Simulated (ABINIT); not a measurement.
# Be3N2 (R3m): G0W0 with ABINIT, start to end

Wanted: ground state, empty states, screening and self-energy for Be3N2 (R3m).

Main program and level: ABINIT 10.8.3; LDA and many-body steps on it, plane waves.

Most raw output is cut from this account.

**1. Starting point**

The structure is trigonal, space group R3m (No. 160). Conventional cell: a = 2.840 Å, b = 2.840 Å, c = 14.599 Å, α = 90.00°, β = 90.00°, γ = 120.00°. Be has 3 N at 1.65 Å nearest. Be has 4 N at 1.66 to 1.84 Å nearest. Be has 4 N at 1.68 to 1.78 Å nearest. Nearest to N lie 5 Be at 1.65 to 1.68 Å. Nearest to N lie 6 Be at 1.78 to 1.84 Å. Farther neighbours and most contacts between anions are not listed.

The cell and positions are those that the Materials Project relaxed with its own functionals (PBE, PBE+U or r2SCAN), kept fixed.

**2. Ground state**

This step: ABINIT 10.8.3; DFT, LDA, plane waves, norm-conserving pseudopotentials.

The ground-state density comes first.

File run.abi:

```
acell 3*1.0 Angstrom
rprim 
  1.419805055509 0.819724830995 4.866215662800
  -1.419805055509 0.819724830995 4.866215662800
  -0.000000000000 -1.639449661990 4.866215662800
ntypat 2
znucl 4 7
natom 5
typat 1 1 1 2 2
xred 
  0.859001080000 0.859001080000 0.859001080000
  0.317694560000 0.317694560000 0.317694560000
  0.088806770000 0.088806770000 0.088806770000
  0.204162680000 0.204162680000 0.204162680000
  0.708434910000 0.708434910000 0.708434910000
pp_dirpath "pseudos"
pseudos "Be.upf, N.upf"
ecut 38
ngkpt 8 8 8
nshiftk 1
shiftk 0 0 0
kptopt 1
chksymbreak 0
nband 17
occopt 1
tolvrs 1e-10
nstep 60
prtwf 0
optforces 0
optstress 0
indata_prefix "in"
outdata_prefix "out"
tmpdata_prefix "tmp"
```

Command:

```console
$ OMP_NUM_THREADS=1 mpirun -n 8 abinit run.abi > log
```

The job ended after 32 s (8 MPI ranks of Arm Neoverse V1, shared host; peak memory 0.75 GiB).

Numbers from this step:

| Quantity | Value |
| --- | --- |
| total energy | -1698.9154 eV |
| gap | 2.731 eV |
| k of the valence top | 0, 0, 0 |
| k of the conduction bottom | 0.5, 0.5, 0 |
| least direct gap | 3.792 eV |

The gap is indirect, with the least direct gap 1.06 eV higher.

**3. Bands along the symmetry lines**

The cheap functional maps the bands first; the places of the edges decide which points the dearer methods must see.

File run.abi:

```
acell 3*1.0 Angstrom
rprim 
  1.419805055509 0.819724830995 4.866215662800
  -1.419805055509 0.819724830995 4.866215662800
  -0.000000000000 -1.639449661990 4.866215662800
ntypat 2
znucl 4 7
natom 5
typat 1 1 1 2 2
xred 
  0.859001080000 0.859001080000 0.859001080000
  0.317694560000 0.317694560000 0.317694560000
  0.088806770000 0.088806770000 0.088806770000
  0.204162680000 0.204162680000 0.204162680000
  0.708434910000 0.708434910000 0.708434910000
pp_dirpath "pseudos"
pseudos "Be.upf, N.upf"
ecut 38
iscf -2
irdden 1
kptopt 0
nkpt 59
kpt 
  0.00000000 0.00000000 0.00000000
  -0.06250000 -0.06250000 -0.06250000
  -0.12500000 -0.12500000 -0.12500000
  -0.18750000 -0.18750000 -0.18750000
  -0.25000000 -0.25000000 -0.25000000
  -0.31250000 -0.31250000 -0.31250000
  -0.37500000 -0.37500000 -0.37500000
  -0.43750000 -0.43750000 -0.43750000
  -0.50000000 -0.50000000 -0.50000000
  -0.50000000 -0.46069801 -0.53930199
  -0.50000000 -0.42139603 -0.57860398
  -0.50000000 -0.38209404 -0.61790596
  -0.50000000 -0.34279205 -0.65720795
  -0.50000000 -0.30349006 -0.69650994
  -0.50000000 -0.26418808 -0.73581192
  -0.50000000 -0.22488609 -0.77511391
  -0.50000000 -0.18558410 -0.81441590
  -0.18558410 0.18558410 -0.50000000
  -0.16238609 0.16238609 -0.50000000
  -0.13918807 0.13918807 -0.50000000
  -0.11599006 0.11599006 -0.50000000
  -0.09279205 0.09279205 -0.50000000
  -0.06959404 0.06959404 -0.50000000
  -0.04639603 0.04639603 -0.50000000
  -0.02319801 0.02319801 -0.50000000
  0.00000000 0.00000000 -0.50000000
  0.00000000 0.00000000 -0.43750000
  0.00000000 0.00000000 -0.37500000
  0.00000000 0.00000000 -0.31250000
  0.00000000 0.00000000 -0.25000000
  0.00000000 0.00000000 -0.18750000
  0.00000000 0.00000000 -0.12500000
  0.00000000 0.00000000 -0.06250000
  0.00000000 0.00000000 0.00000000
  0.00000000 0.04284901 -0.04284901
  0.00000000 0.08569801 -0.08569801
  0.00000000 0.12854702 -0.12854702
  0.00000000 0.17139603 -0.17139603
  0.00000000 0.21424503 -0.21424503
  0.00000000 0.25709404 -0.25709404
  0.00000000 0.29994304 -0.29994304
  0.00000000 0.34279205 -0.34279205
  -0.34279205 0.00000000 -0.65720795
  -0.36244304 0.00000000 -0.63755696
  -0.38209404 0.00000000 -0.61790596
  -0.40174503 0.00000000 -0.59825497
  -0.42139603 0.00000000 -0.57860398
  -0.44104702 0.00000000 -0.55895298
  -0.46069801 0.00000000 -0.53930199
  -0.48034901 0.00000000 -0.51965099
  -0.50000000 0.00000000 -0.50000000
  -0.43750000 0.00000000 -0.43750000
  -0.37500000 0.00000000 -0.37500000
  -0.31250000 0.00000000 -0.31250000
  -0.25000000 0.00000000 -0.25000000
  -0.18750000 0.00000000 -0.18750000
  -0.12500000 0.00000000 -0.12500000
  -0.06250000 0.00000000 -0.06250000
  0.00000000 0.00000000 0.00000000
istwfk *1
nband 22
nbdbuf 6
tolwfr 1e-07
nstep 50
prtwf 0
prtvol 0
indata_prefix "in"
outdata_prefix "out"
tmpdata_prefix "tmp"
```

It took 13 s on 8 MPI ranks; peak memory 0.58 GiB; 1.7 min of CPU time.

Numbers from this step:

```yaml
gap: 2.731 eV
k_of_the_valence_top: 0, 0, 0
k_of_the_conduction_bottom: -0.5, 0, -0.5
least_direct_gap: 3.792 eV
```

The gap is 2.731 eV, as in the run before at this level.

Electronic bands along the path, in eV, zero at the top of the highest filled band:

```
     point  band 8  band 9  band 10  band 11  band 12  band 13  band 14  band 15
         Γ   -1.20   -0.45     0.00     0.00     6.14     7.82     8.21     8.21
   halfway   -1.11   -1.11    -0.15    -0.15     6.70     8.20     8.56     8.56
         T   -0.98   -0.98    -0.34    -0.34     7.02     8.80     8.98     8.98
   halfway   -3.96   -2.40    -1.65    -1.28     5.81     7.56     9.55     9.95
        H2   -4.74   -3.69    -3.00    -1.83     5.01     6.81     9.93    11.60
jump to H0   -4.74   -3.69    -3.00    -1.83     5.01     6.81     9.93    11.60
   halfway   -4.11   -3.84    -3.36    -2.15     6.14     7.44     9.17    11.15
         L   -3.69   -3.08    -3.01    -2.10     5.48     6.56    10.28    10.42
   halfway   -2.82   -2.23    -1.19    -1.05     6.72     7.42     9.54    10.18
         Γ   -1.20   -0.45     0.00     0.00     6.14     7.82     8.21     8.21
   halfway   -3.53   -3.09    -2.06    -0.65     7.11     8.04     9.37     9.74
        S0   -4.88   -3.66    -3.06    -1.88     5.07     7.12     9.36    11.95
jump to S2   -4.88   -3.66    -3.06    -1.88     5.07     7.12     9.36    11.95
   halfway   -4.63   -3.32    -2.23    -1.28     3.69     7.88     8.58     9.91
         F   -3.50   -3.50    -1.34    -1.06     2.73     7.64     8.89     9.50
   halfway   -3.12   -2.53    -0.78    -0.76     5.97     7.72     9.42     9.79
         Γ   -1.20   -0.45     0.00     0.00     6.14     7.82     8.21     8.21
```

**4. Empty states on the mesh, 4×4×4 mesh, 91 bands**

The sums over transitions need many empty states on a uniform mesh; this step solves for them.

File run.abi:

```
acell 3*1.0 Angstrom
rprim 
  1.419805055509 0.819724830995 4.866215662800
  -1.419805055509 0.819724830995 4.866215662800
  -0.000000000000 -1.639449661990 4.866215662800
ntypat 2
znucl 4 7
natom 5
typat 1 1 1 2 2
xred 
  0.859001080000 0.859001080000 0.859001080000
  0.317694560000 0.317694560000 0.317694560000
  0.088806770000 0.088806770000 0.088806770000
  0.204162680000 0.204162680000 0.204162680000
  0.708434910000 0.708434910000 0.708434910000
pp_dirpath "pseudos"
pseudos "Be.upf, N.upf"
ecut 38
ngkpt 4 4 4
nshiftk 1
shiftk 0 0 0
kptopt 1
chksymbreak 0
irdden 1
istwfk *1
nband 91
prtvol 0
optdriver 6
gwr_task "HDIAGO"
paral_kgb 0
occopt 1
indata_prefix "in"
outdata_prefix "out"
tmpdata_prefix "tmp"
```

Wall time 38 s (8 MPI ranks); peak memory 3.3 GiB.

Numbers from this step:

* gap: 2.731 eV
* k of the valence top: 0, 0, 0
* k of the conduction bottom: 0.5, 0.5, 0
* least direct gap: 3.792 eV
* k points computed: 13
* lowest point of the top converged band, above the valence top: 80.8127 eV

On this mesh the gap is 2.731 eV.

**5. Screening, 4×4×4 mesh, 83 bands, screening to 130.6 eV**

The RPA dielectric matrix is built and inverted for each q.

This step: RPA screening on LDA, plane waves, norm-conserving pseudopotentials.

Changes to run.abi since step 4:

```diff
@@ -23,10 +23,11 @@
 chksymbreak 0
-irdden 1
 istwfk *1
-nband 91
-prtvol 0
-optdriver 6
-gwr_task "HDIAGO"
-paral_kgb 0
 occopt 1
+irdwfk 1
+optdriver 3
+nband 83
+ecuteps 4.8
+inclvkb 2
+awtr 1
+symchi 1
 indata_prefix "in"
```

Wall time 39 s (8 MPI ranks); peak memory 2.2 GiB.

This step gave:

```
ε∞ with local fields, on this mesh, along the program's q direction : 4.773
the same without local fields                                       : 5.183
plasma frequency                                                    : 29.88 eV
plane waves in the screening matrix                                 : 111
```

Local fields lower ε∞ by 8 %.

**6. Self-energy, 4×4×4 mesh, 83 bands, screening to 130.6 eV**

The self-energy is evaluated for the states that the input lists, and the levels follow from it, in one-shot runs by the linearised quasiparticle equation.

This step: G0W0 on LDA, plane waves, norm-conserving pseudopotentials.

Changes to run.abi since step 5:

```diff
@@ -26,8 +26,39 @@
 irdwfk 1
-optdriver 3
+optdriver 4
 nband 83
+gwcalctyp 0
+ecutsigx 38
+symsigma 1
+nkptgw 13
+kptgw 
+  0.0000000000 0.0000000000 0.0000000000
+  0.2500000000 0.0000000000 0.0000000000
+  0.5000000000 0.0000000000 0.0000000000
+  0.2500000000 0.2500000000 0.0000000000
+  0.5000000000 0.2500000000 0.0000000000
+  -0.2500000000 0.2500000000 0.0000000000
+  0.5000000000 0.5000000000 0.0000000000
+  0.2500000000 0.2500000000 0.2500000000
+  0.5000000000 0.2500000000 0.2500000000
+  -0.2500000000 0.2500000000 0.2500000000
+  0.5000000000 0.5000000000 0.2500000000
+  -0.2500000000 0.5000000000 0.2500000000
+  0.5000000000 0.5000000000 0.5000000000
+bdgw 
+  6 15
+  6 15
+  6 15
+  6 15
+  6 15
+  6 15
+  6 15
+  6 15
+  6 15
+  6 15
+  6 15
+  6 15
+  6 15
 ecuteps 4.8
-inclvkb 2
-awtr 1
-symchi 1
+irdscr 1
+ppmodel 1
 indata_prefix "in"
```

The job ended after 76 s (8 MPI ranks; peak memory 3.6 GiB).

This step gave:

| Item | Value |
| --- | --- |
| G0W0 gap on the mesh | 4.202 eV |
| starting gap on the mesh | 2.731 eV |
| k of the valence top | 0, 0, 0 |
| k of the conduction bottom | 0.5, 0.5, 0 |
| Z at the valence top | 0.806 |
| Z at the conduction bottom | 0.843 |
| least direct G0W0 gap on the computed points | 5.28 eV |

The gap on the mesh goes from 2.73 eV to 4.20 eV, a correction of +1.47 eV.

Limits: finite bands, cutoff and mesh. v1 is the top filled band, c1 the lowest empty one. Levels before and after the correction, in eV, zero at the valence-band top of each column:

```
           conduction bottom  valence top
Kohn-Sham               2.73         0.00
     G0W0               4.20         0.00
```

```
                    level  energy (eV)
Kohn-Sham            Γ v3       -0.453
Kohn-Sham         Γ v2-v1        0.000
Kohn-Sham            Γ c1        6.136
Kohn-Sham            Γ c2        7.820
Kohn-Sham            Γ c3        8.214
Kohn-Sham  (0.5 0.5 0) v3       -3.501
Kohn-Sham  (0.5 0.5 0) v2       -1.342
Kohn-Sham  (0.5 0.5 0) v1       -1.061
Kohn-Sham  (0.5 0.5 0) c1        2.731
Kohn-Sham  (0.5 0.5 0) c2        7.642
Kohn-Sham  (0.5 0.5 0) c3        8.888
     G0W0            Γ v3       -0.406
     G0W0         Γ v2-v1        0.000
     G0W0            Γ c1        7.738
     G0W0            Γ c2        9.723
     G0W0            Γ c3       10.316
     G0W0  (0.5 0.5 0) v3       -3.796
     G0W0  (0.5 0.5 0) v2       -1.452
     G0W0  (0.5 0.5 0) v1       -1.078
     G0W0  (0.5 0.5 0) c1        4.202
     G0W0  (0.5 0.5 0) c2        9.454
     G0W0  (0.5 0.5 0) c3       10.760
```

**7. Where the time went**

Times are wall times on 8 MPI ranks of Arm Neoverse V1, shared host, good to a factor of about two.

```
                          step  time  share  memory (GiB)
                  ground state  32 s   16 %          0.75
bands along the symmetry lines  13 s    7 %          0.58
      empty states on the mesh  38 s   19 %           3.3
                     screening  39 s   20 %           2.2
                   self-energy  76 s   38 %           3.6
```

**8. Outcome**

```json
{"LDA gap": "2.73 eV, indirect", "G0W0 gap on the mesh": "4.20 eV", "GW settings": "4×4×4 mesh, 83 bands, screening to 130.6 eV, Godby-Needs plasmon pole", "known limits": "not at the basis limit"}
```

G0W0 moves the gap on the mesh from 2.73 eV to 4.20 eV (+1.47 eV), with Z of 0.81 and 0.84 at the edges. Local fields lower the RPA ε∞ on this mesh from 5.18 to 4.77. The dearest step here is «self-energy». Bands and cutoff are finite, so the gap is not at the basis limit. The miss can reach some tenths of an eV and take either sign; the mesh is an error of its own.

[Paths, hosts, dates, memory and timing lines, banners, echoed tables and standing remarks are left out of the program output.]

[Logs are printed without paths, hosts, clocks, repeated set-up lines and the standing remarks that a program may print on its own settings, such as how far it seeks lower states.]

[Runs of the session that timed out or met a known fault of the program may be left out.]

[Hosts, paths, dates, database ids (printed as entryN), source tags and the programs' standing remarks are cut or masked in the printed files.]

[G0W0 gaps are taken among the corrected bands and points alone; a level outside them can change the order at an edge.]

[Where Ansatz stands beside ABINIT at settings called matched, ABINIT's density can come from a denser mesh and the files from another edition; pairs whose starting gaps differed by over 0.03 eV were left out, so agreement reads better than it is.]
